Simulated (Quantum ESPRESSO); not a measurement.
# How volume moves the moments of CrO2

Aim: follow moments and order energies of CrO2 with volume.

Program: Quantum ESPRESSO 7.5. Level of theory: PBEsol; plane waves with GBRV 1.5 PBEsol potentials, no spin-orbit coupling. Results are calculated unless marked as measured.

## Step 1: Starting point

It takes space group P4_2/mnm (No. 136, tetragonal). The conventional cell has a = 4.421 Å, b = 4.421 Å, c = 2.917 Å, α = 90.00°, β = 90.00°, γ = 90.00°. Nearest to Cr lie 6 O at 1.89 to 1.91 Å. Nearest to O lie 3 Cr at 1.89 to 1.91 Å. Farther neighbours and most contacts between anions are not listed.

The lattice constants were typed from memory of published values and not checked against a source.

## Step 2: Volume 0.88, ferro ++

All lengths scale alike; the factor is that of the volume. Atoms keep their fractional places. Seeded atoms are those given a starting moment.

Contents of pw.in:

```
&CONTROL
  calculation = 'scf'
  prefix = 'pwscf'
  outdir = './tmp'
  pseudo_dir = './pseudo'
  disk_io = 'nowf'
  tprnfor = .true.
  tstress = .true.
/
&SYSTEM
  ibrav = 0
  celldm(1) = 8
  nat = 6
  ntyp = 2
  ecutwfc = 40
  ecutrho = 280
  nbnd = 39
  occupations = 'smearing'
  smearing = 'fd'
  degauss = 0.00367493
  nspin = 2
  starting_magnetization(1) = 0.2143
  starting_magnetization(2) = 0
/
&ELECTRONS
  conv_thr = 1.2d-08
  electron_maxstep = 150
  mixing_beta = 0.3
/
ATOMIC_SPECIES
Cr     51.9961 cr_pbesol_v1.5.uspp.F.UPF
O      15.9990 o_pbesol_v1.2.uspp.F.UPF
CELL_PARAMETERS alat
   1.0007454379934    0.0000000000000    0.0000000000000
   0.0000000000000    1.0007454379934    0.0000000000000
   0.0000000000000    0.0000000000000    0.6602973179438
ATOMIC_POSITIONS crystal
Cr      0.0000000000    0.0000000000    0.0000000000
Cr      0.5000000000    0.5000000000    0.5000000000
O       0.3030000000    0.3030000000    0.0000000000
O       0.6970000000    0.6970000000    0.0000000000
O       0.8030000000    0.1970000000    0.5000000000
O       0.1970000000    0.8030000000    0.5000000000
K_POINTS automatic
10 10 10 0 0 0
```

The run is started by

```sh
$ OMP_NUM_THREADS=1 mpirun -n 4 pw.x -nk 4 -in pw.in > pw.out
```

What it wrote:

```text
Program PWSCF v.7.5 starts

     Message from routine setup:
     using ibrav=0 with symmetry is DISCOURAGED, use correct ibrav instead

     K-points division:     npool     =       4
     Subspace diagonalization in iterative solution of the eigenvalue problem:

     bravais-lattice index     =            0
     lattice parameter (alat)  =       8.0000  a.u.
     unit-cell volume          =     338.5764 (a.u.)^3
     number of atoms/cell      =            6
     number of atomic types    =            2
     number of electrons       =        52.00
     number of Kohn-Sham states=           39
     kinetic-energy cutoff     =      40.0000  Ry
     charge density cutoff     =     280.0000  Ry
     scf convergence threshold =      1.2E-08
     mixing beta               =       0.3000
     number of iterations used =            8  plain     mixing
     Exchange-correlation= SLA  PW   PSX  PSC
                           (   1   4  10   8   0   0   0)

     celldm(1)=   8.000000  celldm(2)=   0.000000  celldm(3)=   0.000000
     celldm(4)=   0.000000  celldm(5)=   0.000000  celldm(6)=   0.000000

     crystal axes: (cart. coord. in units of alat)
               a(1) = (   1.000745   0.000000   0.000000 )
               a(2) = (   0.000000   1.000745   0.000000 )
               a(3) = (   0.000000   0.000000   0.660297 )

     reciprocal axes: (cart. coord. in units 2 pi/alat)
               b(1) = (  0.999255  0.000000  0.000000 )
               b(2) = (  0.000000  0.999255  0.000000 )
               b(3) = (  0.000000  0.000000  1.514469 )

     PseudoPot. # 1 for Cr read from file:
     cr_pbesol_v1.5.uspp.F.UPF
     Pseudo is Ultrasoft + core correction, Zval = 14.0

     PseudoPot. # 2 for O  read from file:
     o_pbesol_v1.2.uspp.F.UPF
     Pseudo is Ultrasoft + core correction, Zval =  6.0

     atomic species   valence    mass     pseudopotential
     Cr               14.00    51.99610     Cr( 1.00)
     O                 6.00    15.99900     O ( 1.00)

     Starting magnetic structure
     atomic species   magnetization
     Cr              0.214
     O               0.000

     16 Sym. Ops., with inversion, found ( 8 have fractional translation)

   Cartesian axes

     site n.     atom                  positions (alat units)
         1        Cr     tau(   1) = (   0.0000000   0.0000000   0.0000000  )
         2        Cr     tau(   2) = (   0.5003727   0.5003727   0.3301487  )
         3        O      tau(   3) = (   0.3032259   0.3032259   0.0000000  )
         4        O      tau(   4) = (   0.6975196   0.6975196   0.0000000  )
         5        O      tau(   5) = (   0.8035986   0.1971469   0.3301487  )
         6        O      tau(   6) = (   0.1971469   0.8035986   0.3301487  )

     number of k points=   126  Fermi-Dirac smearing, width (Ry)=  0.0037

     Number of k-points >= 100: set verbosity='high' to print them.

     Dense  grid:    26829 G-vectors     FFT dimensions: (  48,  48,  30)

     Smooth grid:    11569 G-vectors     FFT dimensions: (  36,  36,  24)

     Check: negative core charge=   -0.000008
     Generating pointlists ...
     new r_m :   0.1769 (alat units)  1.4151 (a.u.) for type    1
     new r_m :   0.1769 (alat units)  1.4151 (a.u.) for type    2

     Initial potential from superposition of free atoms

     starting charge      50.0000, renormalised to      52.0000

     negative rho (up, down):  1.781E-03 1.145E-03
     Starting wfcs are   36 randomized atomic wfcs +    3 random wfcs

     Self-consistent Calculation

     iteration #  1     ecut=    40.00 Ry     beta= 0.30
     Davidson diagonalization with overlap
     ethr =  1.00E-02,  avg # of iterations =  6.1

     negative rho (up, down):  1.597E-03 1.912E-03

     total energy              =    -479.22208614 Ry
     estimated scf accuracy    <       3.09551373 Ry

     total magnetization       =     4.00 Bohr mag/cell
     absolute magnetization    =     4.09 Bohr mag/cell

     iteration #  2     ecut=    40.00 Ry     beta= 0.30
     Davidson diagonalization with overlap
     ethr =  5.95E-03,  avg # of iterations =  1.5

     negative rho (up, down):  1.160E-03 2.138E-03

     total energy              =    -479.80854727 Ry
     estimated scf accuracy    <       0.56867544 Ry

     total magnetization       =     4.00 Bohr mag/cell
     absolute magnetization    =     4.46 Bohr mag/cell

     [... further iterations left out ...]

     iteration # 11     ecut=    40.00 Ry     beta= 0.30
     Davidson diagonalization with overlap
     ethr =  1.83E-10,  avg # of iterations =  2.0

     negative rho (up, down):  1.128E-05 4.720E-03

     total energy              =    -479.93154968 Ry
     estimated scf accuracy    <       0.00000003 Ry

     total magnetization       =     4.00 Bohr mag/cell
     absolute magnetization    =     4.27 Bohr mag/cell

     iteration # 12     ecut=    40.00 Ry     beta= 0.30
     Davidson diagonalization with overlap
     ethr =  5.21E-11,  avg # of iterations =  2.0

     negative rho (up, down):  1.090E-05 4.722E-03

     Magnetic moment per site  (integrated on atomic sphere of radius R)
     atom   1 (R=0.177)  charge= 10.3788  magn=  1.6081
     atom   2 (R=0.177)  charge= 10.3788  magn=  1.6081
     atom   3 (R=0.177)  charge=  5.1181  magn= -0.0206
     atom   4 (R=0.177)  charge=  5.1181  magn= -0.0206
     atom   5 (R=0.177)  charge=  5.1181  magn= -0.0206
     atom   6 (R=0.177)  charge=  5.1181  magn= -0.0206

     End of self-consistent calculation

     Number of k-points >= 100: set verbosity='high' to print the bands.

     the Fermi energy is    13.3001 ev

!    total energy              =    -479.93154984 Ry
     estimated scf accuracy    <          9.9E-09 Ry
     smearing contrib. (-TS)   =      -0.00092467 Ry
     internal energy E=F+TS    =    -479.93062517 Ry

     The total energy is F=E-TS. E is the sum of the following terms:
     one-electron contribution =    -181.32284413 Ry
     hartree contribution      =     120.89812943 Ry
     xc contribution           =     -73.65467837 Ry
     ewald contribution        =    -345.85123210 Ry

     total magnetization       =     4.00 Bohr mag/cell
     absolute magnetization    =     4.26 Bohr mag/cell

     convergence has been achieved in  12 iterations

     negative rho (up, down):  1.090E-05 4.722E-03

     Forces acting on atoms (cartesian axes, Ry/au):

     atom    1 type  1   force =     0.00000000    0.00000000    0.00000000
     atom    2 type  1   force =     0.00000000    0.00000000    0.00000000
     atom    3 type  2   force =    -0.00922101   -0.00922101    0.00000000
     atom    4 type  2   force =     0.00922101    0.00922101    0.00000000
     atom    5 type  2   force =    -0.00922101    0.00922101    0.00000000
     atom    6 type  2   force =     0.00922101   -0.00922101   -0.00000000

     Total force =     0.026081     Total SCF correction =     0.000018

     Computing stress (Cartesian axis) and pressure

     negative rho (up, down):  1.090E-05 4.722E-03
          total   stress  (Ry/bohr**3)                   (kbar)     P=      361.86
   0.00234259   0.00000000   0.00000000          344.61        0.00        0.00
   0.00000000   0.00234259   0.00000000            0.00      344.61        0.00
   0.00000000   0.00000000   0.00269454            0.00        0.00      396.38

=------------------------------------------------------------------------------=
   JOB DONE.
=------------------------------------------------------------------------------=
```

The job ended after 84 s (4 MPI ranks of Intel Xeon at 2.70GHz, shared host; peak memory 0.58 GiB; 5.5 min of CPU time).

Spin moment in the atom's sphere by atom:

```csv
atom,spin moment in the atom's sphere (μB)
Cr1,1.61
Cr2,1.61
O3,-0.02
O4,-0.02
O5,-0.02
O6,-0.02
```

Read from the output:

```yaml
smearing_term_ts: 0.01258 eV
pressure: 36.19 GPa
magnetization: 4 μB
absolute_magnetization: 4.265 μB
final_state: ferromagnetic
```

## Step 3: Volume 0.88, antiferro +-

pw.in, as its differences from that of step 2:

```diff
@@ -13,6 +13,6 @@
   nat = 6
-  ntyp = 2
+  ntyp = 3
   ecutwfc = 40
   ecutrho = 280
-  nbnd = 39
+  nbnd = 36
   occupations = 'smearing'
@@ -22,3 +22,4 @@
   starting_magnetization(1) = 0.2143
-  starting_magnetization(2) = 0
+  starting_magnetization(2) = -0.2143
+  starting_magnetization(3) = 0
 /
@@ -30,3 +31,4 @@
 ATOMIC_SPECIES
-Cr     51.9961 cr_pbesol_v1.5.uspp.F.UPF
+Cr1    51.9961 cr_pbesol_v1.5.uspp.F.UPF
+Cr2    51.9961 cr_pbesol_v1.5.uspp.F.UPF
 O      15.9990 o_pbesol_v1.2.uspp.F.UPF
@@ -37,4 +39,4 @@
 ATOMIC_POSITIONS crystal
-Cr      0.0000000000    0.0000000000    0.0000000000
-Cr      0.5000000000    0.5000000000    0.5000000000
+Cr1     0.0000000000    0.0000000000    0.0000000000
+Cr2     0.5000000000    0.5000000000    0.5000000000
 O       0.3030000000    0.3030000000    0.0000000000
```

What it wrote:

```text
     [... lines left out ...]
Program PWSCF v.7.5 starts
     [... lines left out ...]
     number of atoms/cell      =            6
     [... lines left out ...]
     number of electrons       =        52.00
     number of Kohn-Sham states=           36
     kinetic-energy cutoff     =      40.0000  Ry
     charge density cutoff     =     280.0000  Ry
     scf convergence threshold =      1.2E-08
     [... lines left out ...]
      8 Sym. Ops., with inversion, found
     [... lines left out ...]
     number of k points=   186  Fermi-Dirac smearing, width (Ry)=  0.0037
     [... lines left out ...]
     iteration # 14     ecut=    40.00 Ry     beta= 0.30
     [... lines left out ...]
     Magnetic moment per site  (integrated on atomic sphere of radius R)
     atom   1 (R=0.177)  charge= 10.3822  magn=  1.3026
     atom   2 (R=0.177)  charge= 10.3827  magn= -1.3027
     atom   3 (R=0.177)  charge=  5.1113  magn=  0.0075
     atom   4 (R=0.177)  charge=  5.1113  magn=  0.0075
     atom   5 (R=0.177)  charge=  5.1123  magn= -0.0075
     atom   6 (R=0.177)  charge=  5.1123  magn= -0.0075
     [... lines left out ...]
     the Fermi energy is    13.1356 ev
!    total energy              =    -479.91266038 Ry
     estimated scf accuracy    <          7.7E-09 Ry
     smearing contrib. (-TS)   =      -0.00254893 Ry
     [... lines left out ...]
     total magnetization       =    -0.00 Bohr mag/cell
     absolute magnetization    =     3.41 Bohr mag/cell
     convergence has been achieved in  14 iterations
     [... lines left out ...]
     Total force =     0.012977     Total SCF correction =     0.000085
     [... lines left out ...]
          total   stress  (Ry/bohr**3)                   (kbar)     P=      337.71
     [... lines left out ...]
```

Run time: 2 min. Hardware: 4 MPI ranks; peak memory 0.67 GiB.

Spin moment in the atom's sphere by atom:

```csv
atom,spin moment in the atom's sphere (μB)
Cr1,1.30
Cr2,-1.30
O3,0.01
O4,0.01
O5,-0.01
O6,-0.01
```

Read from the output:

| Item | Value |
| --- | --- |
| smearing term TS | 0.03468 eV |
| pressure | 33.77 GPa |
| magnetization | 0 μB |
| absolute magnetization | 3.408 μB |
| final state | antiferromagnetic |

## Step 4: Volume 0.88, no spin polarisation

pw.in, as its differences from that of step 3:

```diff
@@ -13,3 +13,3 @@
   nat = 6
-  ntyp = 3
+  ntyp = 2
   ecutwfc = 40
@@ -20,6 +20,2 @@
   degauss = 0.00367493
-  nspin = 2
-  starting_magnetization(1) = 0.2143
-  starting_magnetization(2) = -0.2143
-  starting_magnetization(3) = 0
 /
@@ -31,4 +27,3 @@
 ATOMIC_SPECIES
-Cr1    51.9961 cr_pbesol_v1.5.uspp.F.UPF
-Cr2    51.9961 cr_pbesol_v1.5.uspp.F.UPF
+Cr     51.9961 cr_pbesol_v1.5.uspp.F.UPF
 O      15.9990 o_pbesol_v1.2.uspp.F.UPF
@@ -39,4 +34,4 @@
 ATOMIC_POSITIONS crystal
-Cr1     0.0000000000    0.0000000000    0.0000000000
-Cr2     0.5000000000    0.5000000000    0.5000000000
+Cr      0.0000000000    0.0000000000    0.0000000000
+Cr      0.5000000000    0.5000000000    0.5000000000
 O       0.3030000000    0.3030000000    0.0000000000
```

What it wrote:

```text
     [... lines left out ...]
Program PWSCF v.7.5 starts
     [... lines left out ...]
     number of atoms/cell      =            6
     [... lines left out ...]
     number of electrons       =        52.00
     number of Kohn-Sham states=           36
     kinetic-energy cutoff     =      40.0000  Ry
     charge density cutoff     =     280.0000  Ry
     scf convergence threshold =      1.2E-08
     [... lines left out ...]
     16 Sym. Ops., with inversion, found ( 8 have fractional translation)
     [... lines left out ...]
     number of k points=   126  Fermi-Dirac smearing, width (Ry)=  0.0037
     [... lines left out ...]
     iteration # 12     ecut=    40.00 Ry     beta= 0.30
     [... lines left out ...]
     the Fermi energy is    13.4475 ev
!    total energy              =    -479.87403161 Ry
     estimated scf accuracy    <          4.0E-10 Ry
     smearing contrib. (-TS)   =      -0.00470103 Ry
     [... lines left out ...]
     convergence has been achieved in  12 iterations
     [... lines left out ...]
     Total force =     0.076059     Total SCF correction =     0.000011
     [... lines left out ...]
          total   stress  (Ry/bohr**3)                   (kbar)     P=      270.21
     [... lines left out ...]
```

Elapsed: 33 s, on 4 MPI ranks; peak memory 0.44 GiB.

This step gave:

- smearing term TS: 0.06396 eV
- pressure: 27.02 GPa
- final state: non-magnetic (no spin polarisation)

## Step 5: Volume 1.12, ferro ++

pw.in, as its differences from that of step 4:

```diff
@@ -16,3 +16,3 @@
   ecutrho = 280
-  nbnd = 36
+  nbnd = 39
   occupations = 'smearing'
@@ -20,2 +20,5 @@
   degauss = 0.00367493
+  nspin = 2
+  starting_magnetization(1) = 0.2143
+  starting_magnetization(2) = 0
 /
@@ -30,5 +33,5 @@
 CELL_PARAMETERS alat
-   1.0007454379934    0.0000000000000    0.0000000000000
-   0.0000000000000    1.0007454379934    0.0000000000000
-   0.0000000000000    0.0000000000000    0.6602973179438
+   1.0845145988584    0.0000000000000    0.0000000000000
+   0.0000000000000    1.0845145988584    0.0000000000000
+   0.0000000000000    0.0000000000000    0.7155686688233
 ATOMIC_POSITIONS crystal
```

What it wrote:

```text
     [... lines left out ...]
Program PWSCF v.7.5 starts
     [... lines left out ...]
     number of atoms/cell      =            6
     [... lines left out ...]
     number of electrons       =        52.00
     number of Kohn-Sham states=           39
     kinetic-energy cutoff     =      40.0000  Ry
     charge density cutoff     =     280.0000  Ry
     scf convergence threshold =      1.2E-08
     [... lines left out ...]
     16 Sym. Ops., with inversion, found ( 8 have fractional translation)
     [... lines left out ...]
     number of k points=   126  Fermi-Dirac smearing, width (Ry)=  0.0037
     [... lines left out ...]
     iteration # 13     ecut=    40.00 Ry     beta= 0.30
     [... lines left out ...]
     Magnetic moment per site  (integrated on atomic sphere of radius R)
     atom   1 (R=0.192)  charge= 10.7374  magn=  1.8735
     atom   2 (R=0.192)  charge= 10.7374  magn=  1.8735
     atom   3 (R=0.192)  charge=  5.3359  magn= -0.1266
     atom   4 (R=0.192)  charge=  5.3359  magn= -0.1266
     atom   5 (R=0.192)  charge=  5.3359  magn= -0.1266
     atom   6 (R=0.192)  charge=  5.3359  magn= -0.1266
     [... lines left out ...]
     the Fermi energy is     8.6858 ev
!    total energy              =    -479.92002113 Ry
     estimated scf accuracy    <          6.5E-09 Ry
     smearing contrib. (-TS)   =      -0.00086153 Ry
     [... lines left out ...]
     total magnetization       =     4.00 Bohr mag/cell
     absolute magnetization    =     5.12 Bohr mag/cell
     convergence has been achieved in  13 iterations
     [... lines left out ...]
     Total force =     0.029389     Total SCF correction =     0.000026
     [... lines left out ...]
          total   stress  (Ry/bohr**3)                   (kbar)     P=     -262.38
     [... lines left out ...]
```

Run time: 88 s. Hardware: 4 MPI ranks; peak memory 0.67 GiB; 5.9 min of CPU time.

Read from the output:

| Item | Value |
| --- | --- |
| smearing term TS | 0.01172 eV |
| pressure | -26.24 GPa |
| magnetization | 4 μB |
| absolute magnetization | 5.124 μB |
| final state | ferromagnetic |
| largest moment | 1.873 μB |

## Step 6: All points

The runs not shown differ from these in the moved quantity alone.

States, by row:

```csv
volume,ferro ++,antiferro +-,no spin polarisation
0.88,ferromagnetic,antiferromagnetic,non-magnetic
0.91,ferromagnetic,antiferromagnetic,non-magnetic
0.94,ferromagnetic,antiferromagnetic,non-magnetic
0.97,ferromagnetic,antiferromagnetic,non-magnetic
1,ferromagnetic,antiferromagnetic,non-magnetic
1.03,ferromagnetic,antiferromagnetic,non-magnetic
1.06,ferromagnetic,antiferromagnetic,non-magnetic
1.09,ferromagnetic,antiferromagnetic,non-magnetic
1.12,ferromagnetic,antiferromagnetic,non-magnetic
```

The largest site moment by volume:

```csv
volume (factor),ferro ++ (μB),antiferro +- (μB)
0.8800,1.61,1.30
0.9100,1.64,1.35
0.9400,1.67,1.40
0.9700,1.70,1.45
1.0000,1.74,1.50
1.0300,1.77,1.54
1.0600,1.80,1.59
1.0900,1.84,1.63
1.1200,1.87,1.68
```

Energy less that of the parallel start against volume; values in meV a seeded atom:

```csv
volume (factor),antiferro +-,no spin polarisation
0.8800,129,391
0.9100,140,439
0.9400,150,483
0.9700,157,525
1.0000,164,564
1.0300,168,601
1.0600,173,637
1.0900,176,671
1.1200,179,704
```

Table of energy over the lowest by volume; values in meV an atom:

```csv
volume (factor),ferro ++,antiferro +-,no spin polarisation
0.8800,96.7,140,227
0.9100,44.0,90.8,190
0.9400,12.9,62.8,174
0.9700,0,52.5,175
1.0000,2.47,57.0,191
1.0300,17.9,74.1,218
1.0600,44.3,102,257
1.0900,79.7,138,304
1.1200,123,182,358
```

## Step 7: Results

```
moment, parallel start       : 1.61 to 1.87 μB
states met from these starts : antiferromagnetic and ferromagnetic
```

In words: The moment of the parallel start goes from 1.61 μB at 0.88 to 1.87 μB at 1.12. The net moment of the cell goes from 4 to 4 μB. The radius of the spheres follows the nearest distance, so part of the change of the site moments is the spheres'. The largest moment of the start antiferro +- lies between 1.30 and 1.68 μB. The start antiferro +- lies over the parallel one at every finished point, by 129 to 179 meV a seeded atom. No Hubbard term acts here. In such compounds local and semilocal functionals without one often delocalise the d electrons, and can shrink or lose moments and miss the size, sign and order of the couplings.

[Logs and program files are shortened in this print: banners, set-up blocks, solver, clock and traceback lines can be left out without a mark of their own.]

[Logs are printed without paths, hosts, clocks, repeated set-up lines and the standing remarks that a program may print on its own settings, such as how far it seeks lower states.]

[Hosts, paths, dates, database ids (printed as entryN), source tags and the programs' standing remarks are cut or masked in the printed files.]

[Where a cell is said to come from a database of computed structures, the database is the Materials Project.]
